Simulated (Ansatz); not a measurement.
**A hypothetical structure for LiCu3S3**

This structure for LiCu3S3 is made up. Its elements were placed in a known structure type with a cell scaled to their sizes. What cell does the guess relax to, and how far off was it?

Calculated with Ansatz 0.2.0; DFT, PBE, plane-wave PAW, files of the set soft_1, scalar-relativistic, ferromagnetic start, cell and ions relaxed at zero pressure; PAW set soft_1, in the first sound run; inputs show where later runs differ.

### Step 1. The starting structure

It takes space group Pm-3m (No. 221, cubic). Conventional cell: a = 4.855 Å, b = 4.855 Å, c = 4.855 Å, α = 90.00°, β = 90.00°, γ = 90.00°. Nearest to Cu lie 4 S at 2.43 Å. Nearest to S lie 4 Cu at 2.43 Å and 2 Li at 2.43 Å. Nearest to Li lie 6 S at 2.43 Å. Farther neighbours and most contacts between anions are not listed.

### Step 2. Relaxing cell and atoms

The guessed cell has no reason to be at equilibrium. It is relaxed with the atoms, within the space group of the guess.

Input file input.yaml:

```yaml
crystal:
  lattice:
    - [4.855, 0.0, 0.0]
    - [0.0, 4.855, 0.0]
    - [0.0, 0.0, 4.855]
  atoms:
    - { symbol: Cu, position: [0.5, 0.0, 0.0], spin: 0.6 }
    - { symbol: Cu, position: [0.0, 0.0, 0.5], spin: 0.6 }
    - { symbol: Cu, position: [0.0, 0.5, 0.0], spin: 0.6 }
    - { symbol: S, position: [0.0, 0.5, 0.5] }
    - { symbol: S, position: [0.5, 0.5, 0.0] }
    - { symbol: S, position: [0.5, 0.0, 0.5] }
    - { symbol: Li, position: [0.5, 0.5, 0.5] }
magnetization:
  spin_polarized: true
kpoints:
  mp_grid: { grid: [6, 6, 6] }
scf:
  occupations: { method: fermi_dirac, width: 0.05 }
hamiltonian:
  xc: pbe
  pseudopotentials: { kind: paw, azcp: { folder: soft_1 } }
relax:
  f_tol: 0.015
  max_steps: 70
  cell: {}
output:
  forces: true
  stress: true
```

Launch:

```console
$ ansatz run input.yaml --threads 4 --pin off --max-ram 10240MiB --backend cpu --events-out ev --progress --plain --runs-dir out
```

Numbers of over 12 decimals in the logs are rounded to 6 here.

What it wrote:

```text
Engine: ansatz 0.2.0, aarch64-unknown-linux-gnu
Pseudopotentials: kind: paw
Pseudopotential: Cu, paw, valence charge 19, recommended cutoff 420 eV (normal), soft_1/Cu.paw.azcp
Pseudopotential: S, paw, valence charge 6, recommended cutoff 420 eV (normal), soft_1/S.paw.azcp
Pseudopotential: Li, paw, valence charge 3, recommended cutoff 420 eV (normal), soft_1/Li.paw.azcp
Functional definition: PBE
  parameter kappa = 0.804
  parameter beta = 0.066725
  exchange = pbe_x(kappa = kappa, mu = beta*pi^2/3)
  correlation = pbe_c(beta = beta)
Crystal: 7 atoms, lattice volume = 114.437 Å³
Basis set: ecut = 420 eV, 2205 PW (Γ), exchange–correlation on 72×72×72 points (8 copies of the dense FFT grid, shifted against one another)
Bands: 48, of which v1, the nominal top of the filled ones, is band 39 counted from 1 (38 counted from 0)
Symmetry: 48 space group operations
Space group: Pm-3m (ITA 221), of the structure as read, at distance tolerance 4.9e-5 Å
Magnetic group: BNS 221.92 (UNI 1594), of the structure as read, at distance tolerance 4.9e-5 Å
k-points: 20 of 216
Non-local potential: Cu, projectors of the file, l = 0: 3, l = 1: 2, l = 2: 3, l = 3: 1
Non-local potential: S, projectors of the file, l = 0: 2, l = 1: 2, l = 2: 1
Non-local potential: Li, projectors of the file, l = 0: 3, l = 1: 2, l = 2: 1
PAW form: soft (Blöchl's): semilocal exchange-correlation on the pseudo side does not see the compensation charge
PAW one-centre angular grid: Cu, 590 points (default); XC on 64 Gauss nodes
PAW one-centre angular grid: S, 110 points (default); XC on 64 Gauss nodes
PAW one-centre angular grid: Li, 110 points (default); XC on 96 Gauss nodes
Initial density: superposition of atomic densities (chi_scale 0.1, normalization cell, long waves kept (reshape's long-wave potential 0.02 eV rms))
Starting moments: Σ|m| = 1.8 μB on 3 of 7 sites
Initial wavefunctions: pseudopotential atomic-orbital guess
Functional: x = pbe(κ = 0.804, μ = 0.219515), c = pbe(β = 0.066725)
SCF iter   1: F=—  HF=-22788.842481 eV  |F-HF|=—  |Δ(HF+E_count)|=         —  Δρ=5.92e-2 (↑5.92e-2 ↓2.25e-2)  dr2=4.96e0  dr2_m=1.28e0  M=0.500 μB ∫|m|=0.572 μB  β_m=0.30  ethr=3.10e-3  ⟨swp⟩=7.5  Hψ=7999  notcnv=0  defer=5
preconditioner: auto → Kerker (q_TF=auto, 2.559 Å⁻¹)  [metal: Δε(μ)=0.038 eV  Ē_g=8.308 eV  σ=0.050 eV  W_gap=0.18  n_scr=26 (ndim 8)  ℏωp=25.0 eV  f_vac=0.014  D(μ)=3.65/eV (n_scr^D=26)]
spin=Collinear: Kerker preconditioning applied to the charge; magnetization (m = ρ↑ − ρ↓) channel mixes plain (no charge-response kernel on spin).
SCF iter   2: F=—  HF=-22788.541441 eV  |F-HF|=—  |Δ(HF+E_count)|=   3.01e-1  Δρ=3.25e-2 (↑3.25e-2 ↓2.88e-2)  dr2=1.85e0  dr2_m=7.97e-1  M=0.478 μB ∫|m|=0.521 μB  β_m=0.30  ethr=3.10e-3  ⟨swp⟩=2.0  Hψ=2989  notcnv=0  defer=109
SCF iter   3: F=—  HF=-22788.323247 eV  |F-HF|=—  |Δ(HF+E_count)|=   2.18e-1  Δρ=2.84e-2 (↑2.84e-2 ↓1.65e-2)  dr2=1.25e0  dr2_m=4.48e-1  M=0.451 μB ∫|m|=0.488 μB  β_m=0.30  ethr=2.37e-3  ⟨swp⟩=2.0  Hψ=2027  notcnv=0  defer=110
SCF iter   4: F=—  HF=-22787.906927 eV  |F-HF|=—  |Δ(HF+E_count)|=   4.16e-1  Δρ=2.50e-2 (↑1.57e-2 ↓2.50e-2)  dr2=2.11e-1  dr2_m=3.89e-1  M=0.283 μB ∫|m|=0.330 μB  β_m=0.30  ethr=1.61e-3  ⟨swp⟩=3.1  Hψ=3620  notcnv=0  defer=116
SCF iter   5: F=—  HF=-22788.020890 eV  |F-HF|=—  |Δ(HF+E_count)|=   1.14e-1  Δρ=1.48e-2 (↑1.33e-2 ↓1.48e-2)  dr2=9.22e-2  dr2_m=2.01e-1  M=0.282 μB ∫|m|=0.314 μB  β_m=0.30  ethr=2.70e-4  ⟨swp⟩=2.9  Hψ=3489  notcnv=0  defer=118
SCF iter   6: F=—  HF=-22788.014406 eV  |F-HF|=—  |Δ(HF+E_count)|=   6.48e-3  Δρ=1.59e-2 (↑7.73e-3 ↓1.59e-2)  dr2=8.15e-2  dr2_m=1.42e-1  M=0.210 μB ∫|m|=0.243 μB  β_m=0.30  ethr=1.18e-4  ⟨swp⟩=2.4  Hψ=3146  notcnv=0  defer=118
SCF iter   7: F=—  HF=-22787.995661 eV  |F-HF|=—  |Δ(HF+E_count)|=   1.87e-2  Δρ=1.34e-2 (↑1.34e-2 ↓3.70e-3)  dr2=1.06e-1  dr2_m=6.91e-2  M=0.209 μB ∫|m|=0.234 μB  β_m=0.30  ethr=1.04e-4  ⟨swp⟩=2.1  Hψ=3279  notcnv=0  defer=120
SCF iter   8: F=—  HF=-22788.009230 eV  |F-HF|=—  |Δ(HF+E_count)|=   1.36e-2  Δρ=1.06e-2 (↑1.06e-2 ↓2.99e-3)  dr2=3.85e-2  dr2_m=4.66e-2  M=0.171 μB ∫|m|=0.194 μB  β_m=0.30  ethr=1.04e-4  ⟨swp⟩=2.8  Hψ=3109  notcnv=0  defer=120
SCF iter   9: F=—  HF=-22788.010358 eV  |F-HF|=—  |Δ(HF+E_count)|=   1.13e-3  Δρ=7.06e-3 (↑7.06e-3 ↓3.56e-3)  dr2=9.89e-3  dr2_m=2.94e-2  M=0.145 μB ∫|m|=0.165 μB  β_m=0.30  ethr=4.93e-5  ⟨swp⟩=1.0  Hψ=1800  notcnv=0  defer=120
Mixer restart at iter 9: flushing history
spin-set hold released at iteration 9 (site moments contracting): the magnetisation degrees of freedom join the quasi-Newton model from the next iteration; the mixer history was flushed
SCF iter  10: F=—  HF=-22788.011141 eV  |F-HF|=—  |Δ(HF+E_count)|=   7.83e-4  Δρ=4.88e-3 (↑4.88e-3 ↓3.62e-3)  dr2=1.60e-3  dr2_m=1.89e-2  M=0.123 μB ∫|m|=0.141 μB  β_m=0.65  ethr=1.27e-5  ⟨swp⟩=1.3  Hψ=1891  notcnv=0  defer=120
SCF iter  11: F=—  HF=-22788.019579 eV  |F-HF|=—  |Δ(HF+E_count)|=   8.44e-3  Δρ=4.03e-3 (↑4.03e-3 ↓2.30e-3)  dr2=2.78e-2  dr2_m=9.20e-4  M=0.052 μB ∫|m|=0.060 μB  β_m=0.49  ethr=2.05e-6  ⟨swp⟩=2.2  Hψ=3516  notcnv=0  defer=120
SCF iter  12: F=—  HF=-22788.013383 eV  |F-HF|=—  |Δ(HF+E_count)|=   6.20e-3  Δρ=9.72e-4 (↑3.86e-4 ↓9.72e-4)  dr2=9.59e-4  dr2_m=1.87e-4  M=0.037 μB ∫|m|=0.042 μB  β_m=0.75  ethr=2.05e-6  ⟨swp⟩=2.4  Hψ=3623  notcnv=0  defer=120
SCF iter  13: F=—  HF=-22788.013525 eV  |F-HF|=—  |Δ(HF+E_count)|=   1.42e-4  Δρ=3.34e-4 (↑1.65e-4 ↓3.34e-4)  dr2=5.15e-5  dr2_m=6.14e-5  M=0.017 μB ∫|m|=0.019 μB  β_m=0.87  ethr=1.23e-6  ⟨swp⟩=1.9  Hψ=2534  notcnv=0  defer=120
SCF iter  14: F=—  HF=-22788.013710 eV  |F-HF|=—  |Δ(HF+E_count)|=   1.86e-4  Δρ=8.51e-5 (↑8.51e-5 ↓5.54e-5)  dr2=7.89e-6  dr2_m=2.61e-6  M=0.005 μB ∫|m|=0.006 μB  β_m=0.94  ethr=6.60e-8  ⟨swp⟩=2.0  Hψ=2720  notcnv=0  defer=120
SCF iter  15: F=—  HF=-22788.013716 eV  |F-HF|=—  |Δ(HF+E_count)|=   5.27e-6  Δρ=3.44e-5 (↑3.04e-5 ↓3.44e-5)  dr2=1.08e-6  dr2_m=9.63e-7  M=0.003 μB ∫|m|=0.004 μB  β_m=0.97  ethr=1.01e-8  ⟨swp⟩=2.3  Hψ=3009  notcnv=0  defer=120
SCF iter  16: F=—  HF=-22788.013717 eV  |F-HF|=—  |Δ(HF+E_count)|=   1.71e-6  Δρ=6.52e-6 (↑6.52e-6 ↓6.44e-6)  dr2=2.66e-7  dr2_m=1.91e-8  M=0.001 μB ∫|m|=0.001 μB  β_m=0.98  ethr=1.38e-9  ⟨swp⟩=2.0  Hψ=2840  notcnv=0  defer=120
SCF iter  17: F=—  HF=-22788.013717 eV  |F-HF|=—  |Δ(HF+E_count)|=   7.06e-8  Δρ=3.56e-6 (↑2.12e-6 ↓3.56e-6)  dr2=5.00e-8  dr2_m=4.05e-9  M=-0.000 μB ∫|m|=0.000 μB  β_m=0.99  ethr=1.28e-10  ⟨swp⟩=4.4  Hψ=6166  notcnv=0
[...]
the starting moments were not kept: the SCF closed with an absolute magnetisation of 1.1e-5 μB, where they sum to 1.8 μB in size (3 sites). That is at most 0.1 of that sum. Measured as dr2_m measures the in/out step, that magnetisation stands 1.9e-11 eV from none, at or under the dr2_threshold of 7.0e-7 eV: it is no larger than a step whose dr2_m would equal this threshold.
SCF 3 converged in 9 iterations: F = -22788.072042 eV  dr2 = 1.29e-8
  greatest PAW one-centre occupation: 1.000 electrons in one spin orbital (limit 2), on the Li atom at site 6 (counted from 0), in its partial waves of l = 0
relax step   3: F+E_penalty+E_count = -22788.07204209 eV  Δ(F+E_penalty+E_count) = -1.060e-2 eV  max|allowed force component| = 1.734e-29 eV/Å  Δτ_max = 0.0000 Å  P = +0.146 GPa  Ω = 108.938 Å³  energy of the carried Pulay correction = +2.153e-3 eV  (9 SCF iters, dr2 threshold 7.00e-7 eV, accepted)
[...]
relax step   4: F+E_penalty+E_count = -22788.07205410 eV  Δ(F+E_penalty+E_count) = -1.200e-5 eV  max|allowed force component| = 1.435e-29 eV/Å  Δτ_max = 0.0000 Å  P = +0.002 GPa  Ω = 109.142 Å³  energy of the carried Pulay correction = +2.071e-3 eV  (7 SCF iters, dr2 threshold 5.33e-8 eV, accepted)
Basis set: ecut = 420 eV, 2103 PW (Γ), exchange–correlation on 64×64×64 points (8 copies of the dense FFT grid, shifted against one another)
Initial wavefunctions: pseudopotential atomic-orbital guess (no wavefunctions were taken with the density)
iter 1 solved again at ethr=3.95e-7 eV; its pass at ethr=3.10e-3 eV (dr2=3.08e-4 eV) is discarded
SCF iter   1: F=—  HF=-22788.069832 eV  |F-HF|=—  |Δ(HF+E_count)|=         —  Δρ=3.75e-5 (↑3.75e-5 ↓3.73e-5)  dr2=2.17e-6  dr2_m=4.39e-11  M=0.000 μB ∫|m|=0.000 μB  β_m=0.30  ethr=3.95e-7  ⟨swp⟩=3.9  Hψ=13508  notcnv=0
preconditioner: auto → Kerker (q_TF=auto, 2.580 Å⁻¹)  [metal: Δε(μ)=0.086 eV  Ē_g=8.817 eV  σ=0.050 eV  W_gap=0.38  n_scr=26 (ndim 8)  ℏωp=25.6 eV  f_vac=0.021  D(μ)=4.73/eV (n_scr^D=32)]
spin=Collinear: Kerker preconditioning applied to the charge; magnetization (m = ρ↑ − ρ↓) channel mixes plain (no charge-response kernel on spin).
SCF iter   2: F=—  HF=-22788.069832 eV  |F-HF|=—  |Δ(HF+E_count)|=   1.59e-7  Δρ=1.20e-4 (↑1.20e-4 ↓1.20e-4)  dr2=3.64e-5  dr2_m=2.22e-11  M=0.000 μB ∫|m|=0.000 μB  β_m=0.53  ethr=2.78e-9  ⟨swp⟩=3.0  Hψ=4008  notcnv=0
SCF iter   3: F=—  HF=-22788.069834 eV  |F-HF|=—  |Δ(HF+E_count)|=   1.87e-6  Δρ=2.49e-5 (↑2.49e-5 ↓2.48e-5)  dr2=1.82e-6  dr2_m=4.92e-12  M=-0.000 μB ∫|m|=0.000 μB  β_m=0.77  ethr=2.78e-9  ⟨swp⟩=2.0  Hψ=3478  notcnv=0
SCF iter   4: F=—  HF=-22788.069831 eV  |F-HF|=—  |Δ(HF+E_count)|=   3.32e-6  Δρ=1.41e-5 (↑1.41e-5 ↓1.41e-5)  dr2=3.31e-7  dr2_m=4.95e-14  M=-0.000 μB ∫|m|=0.000 μB  β_m=0.88  ethr=2.33e-9  ⟨swp⟩=2.0  Hψ=3462  notcnv=0
SCF iter   5: F=—  HF=-22788.069831 eV  |F-HF|=—  |Δ(HF+E_count)|=   5.57e-7  Δρ=2.45e-6 (↑2.45e-6 ↓2.45e-6)  dr2=1.42e-8  dr2_m=1.16e-14  M=-0.000 μB ∫|m|=0.000 μB  β_m=0.94  ethr=4.24e-10  ⟨swp⟩=2.0  Hψ=2826  notcnv=0
SCF iter   6: F=—  HF=-22788.069831 eV  |F-HF|=—  |Δ(HF+E_count)|=   1.71e-8  Δρ=3.84e-7 (↑3.84e-7 ↓3.84e-7)  dr2=1.83e-9  dr2_m=1.03e-15  M=-0.000 μB ∫|m|=0.000 μB  β_m=0.97  ethr=1.82e-11  ⟨swp⟩=2.0  Hψ=2844  notcnv=0
SCF iter   7: F=—  HF=-22788.069831 eV  |F-HF|=—  |Δ(HF+E_count)|=   1.22e-9  Δρ=1.42e-7 (↑1.42e-7 ↓1.42e-7)  dr2=2.32e-10  dr2_m=2.27e-16  M=-0.000 μB ∫|m|=0.000 μB  β_m=0.99  ethr=2.34e-12  ⟨swp⟩=2.0  Hψ=2743  notcnv=0
SCF iter   8: F=-22788.069831 eV  HF=-22788.069831 eV  |F-HF|=7.28e-12  |Δ(HF+E_count)|=  1.46e-11  Δρ=5.01e-8 (↑5.01e-8 ↓5.01e-8)  dr2=2.09e-11  dr2_m=1.72e-17  M=0.000 μB ∫|m|=0.000 μB  ethr=1.00e-12  ⟨swp⟩=4.0  Hψ=6153  notcnv=0
the starting moments were not kept: the SCF closed with an absolute magnetisation of 5.0e-9 μB, where they sum to 1.8 μB in size (3 sites). That is at most 0.1 of that sum. Measured as dr2_m measures the in/out step, that magnetisation stands 2.3e-18 eV from none, at or under the dr2_threshold of 7.0e-11 eV: it is no larger than a step whose dr2_m would equal this threshold.
SCF 5 converged in 8 iterations: F = -22788.069831 eV  dr2 = 2.09e-11
relax step   5: F+E_penalty+E_count = -22788.06983138 eV  Δ(F+E_penalty+E_count) = +2.223e-3 eV  max|allowed force component| = 2.499e-29 eV/Å  Δτ_max = 0.0000 Å  P = +0.008 GPa  Ω = 109.142 Å³  stress off target by 8.14e-3 GPa  SCF on the basis re-selected at this cell (its energy is not comparable with the rows above)  (8 SCF iters)
basis re-selected at this cell: Δ(F+E_penalty+E_count) = +2.223e-3 eV, ΔP = +0.007 GPa vs the last step (what re-selecting the basis moved, of the pressure what is left beyond the Pulay correction that the steps carried, after the strain that the cell walked since its last selection, with what the two solves' SCF thresholds leave and, on support functions, any second-order correction that the steps lacked; it is no measure of the basis error at this ecutwfc). The dense FFT grid was sized anew with the basis: this SCF ran on 32×32×32 points, the steps before it on 36×36×36, so part of this shift can come from that change (see relax.cell in the input reference). [rest of the remark cut]
SCF converged after 8 iterations
Magnetization: 0.0000 μB (39.0000 up, 39.0000 down)
Absolute magnetization: 0.0000 μB (∫|ρ↑−ρ↓|, with the PAW one-centre terms)
Spin contamination: 0.0000 ħ² per cell (⟨S²⟩ above its minimum at these occupations)
Per-site moments (μB) at R_I (Å): [(2.6640211244834576e-10, 0.985654), (2.664020236599773e-10, 0.985654), (2.664023923831196e-10, 0.985654), (4.2808649338784336e-10, 0.985654), (4.2808647930664553e-10, 0.985654), (4.280863376136167e-10, 0.985654), (1.5735668501187676e-11, 0.985654)]
Free energy (F): -22788.069831 eV
Harris-Foulkes:  -22788.069831 eV  (|F-HF|=7.28e-12)
Internal energy: -22788.031051 eV  (E = F + TS)
E sigma→0 (E₀):  -22788.050441 eV
Entropy (-TS):   -0.038780 eV (-5.540 meV/atom)
Fermi energy:    8.484222 eV
--- Per-component energies (eV) ---
  E_band       = -1542.148680
  E_kinetic    = 1112.677859
  E_local      = -18039.440981  (includes V_loc(G=0)·N_el)
  E_nonlocal   = 2769.580773
  E_hartree    = 7710.543400
  E_xc         = -478.937606
  E_vxc        = -522.006642  (∫ρ·V_xc dr)
  E_paw        = -7302.591297  (= ΣΔE_a)
  E_vpaw       = -2284.049622  (= ΣTr[D̂ρ^β])
  E_aug_tail   = 0.003279  (compensation charges beyond the density's cutoff)
  E_ewald      = -8559.866477
  E_smearing   = -0.038780  (= −TS)
  E_closure    = -0.000000  (closes the sum)
  Σ components = -22788.069831   (vs F -22788.069831, Δ=0.00e0)
--- Forces (eV/Å), atoms counted from 1 ---
  atom   1  Cu     0.00000000    -0.00000000    -0.00000000
  atom   2  Cu     0.00000000    -0.00000000    -0.00000000
  atom   3  Cu     0.00000000     0.00000000    -0.00000000
  atom   4  S      0.00000000     0.00000000    -0.00000000
  atom   5  S     -0.00000000     0.00000000     0.00000000
  atom   6  S      0.00000000     0.00000000    -0.00000000
  atom   7  Li     0.00000000     0.00000000     0.00000000
  max |Σ_I F_I| component: 3.12e-29 eV/Å
--- Stress (GPa, compression-positive) ---
        0.008145       0.000000       0.000000
        0.000000       0.008145      -0.000000
        0.000000      -0.000000       0.008145
  P = ⅓ Tr σ = 0.0081 GPa (0.081 kbar)
--- Relaxed structure (4 steps of the walk, 4 accepted, 1 SCFs on fresh bases) ---
  F+E_penalty+E_count = -22788.06983138 eV   max|allowed force component| = 2.499e-29 eV/Å   (the final SCF, on the basis selected at the relaxed cell)
  cell:  # Å, volume = 109.1419 Å³
    - [4.778928, 0, 0]
    - [0, 4.778928, 0.0]
    - [0, 0.0, 4.778928]
  atoms:
    - { symbol: Cu, position: [0.5, 0, 0] }
    - { symbol: Cu, position: [0, 0, 0.5] }
    - { symbol: Cu, position: [0, 0.5, 0] }
    - { symbol: S, position: [0, 0.5, 0.5] }
    - { symbol: S, position: [0.5, 0.5, 0] }
    - { symbol: S, position: [0.5, 0, 0.5] }
    - { symbol: Li, position: [0.5, 0.5, 0.5] }
```

It took 17 s on 4 threads of Arm Neoverse V2, shared host; peak memory 0.52 GiB; 63 s of CPU time.

The steps of the relaxation:

```csv
step,energy less that of the first step (eV),largest force component (eV/Å),pressure (GPa),volume (Å³)
1,0.0000,0.0000,-3.25,114.44
2,-0.0477,0.0000,-1.43,111.29
3,-0.0583,0.0000,0.15,108.94
4,-0.0583,0.0000,0.00,109.14
5*,-0.0561,0.0000,0.01,109.14
```

Relaxation steps marked * repeat the geometry before them on a plane-wave basis chosen anew for their cell, so energy and pressure can jump there.

Forces are held to the 48 operations that the run works with; a distortion that breaks them can't arise in this run.

| conventional cell, symmetrised | before | after | change |
| --- | --- | --- | --- |
| a (Å) | 4.855 | 4.779 | -1.6 % |
| b (Å) | 4.855 | 4.779 | -1.6 % |
| c (Å) | 4.855 | 4.779 | -1.6 % |
| volume (Å³/atom) | 16.35 | 15.59 | -4.6 % |

The relaxed structure:

```cif
data_structure
_symmetry_space_group_name_H-M 'P 1'
_symmetry_Int_Tables_number 1
_cell_length_a 4.7789
_cell_length_b 4.7789
_cell_length_c 4.7789
_cell_angle_alpha 90.000
_cell_angle_beta 90.000
_cell_angle_gamma 90.000
_cell_volume 109.14
loop_
_atom_site_label
_atom_site_type_symbol
_atom_site_fract_x
_atom_site_fract_y
_atom_site_fract_z
_atom_site_occupancy
Cu1 Cu 0.50000 0.00000 0.00000 1
Cu2 Cu 0.00000 0.00000 0.50000 1
Cu3 Cu 0.00000 0.50000 0.00000 1
S4 S 0.00000 0.50000 0.50000 1
S5 S 0.50000 0.50000 0.00000 1
S6 S 0.50000 0.00000 0.50000 1
Li7 Li 0.50000 0.50000 0.50000 1
```

This step gave:

* free energy: -22788.0698 eV
* energy at zero smearing: -22788.0504 eV
* smearing term TS: 0.03878 eV
* Fermi energy: 8.484 eV
* electrons: 78
* symmetry operations: 48
* pressure: 0.008145 GPa

The shortest distance of each pair, which need not be the same contact before and after:

| pair | guess (Å) | relaxed (Å) |
| --- | --- | --- |
| Cu–S | 2.428 | 2.389 |
| Li–S | 2.428 | 2.389 |
| Cu–Li | 3.433 | 3.379 |
| Cu–Cu | 3.433 | 3.379 |
| S–S | 3.433 | 3.379 |

The relaxation ends with a pressure of 0.01 GPa. No moment survives the cycle: this start ends non-magnetic.

(Part 1 of 2 ends here.)

[Logs are printed without paths, hosts, clocks, repeated set-up lines and the standing remarks that a program may print on its own settings, such as how far it seeks lower states.]

[Hosts, paths, dates, database ids (printed as entryN), source tags and the programs' standing remarks are cut or masked in the printed files.]
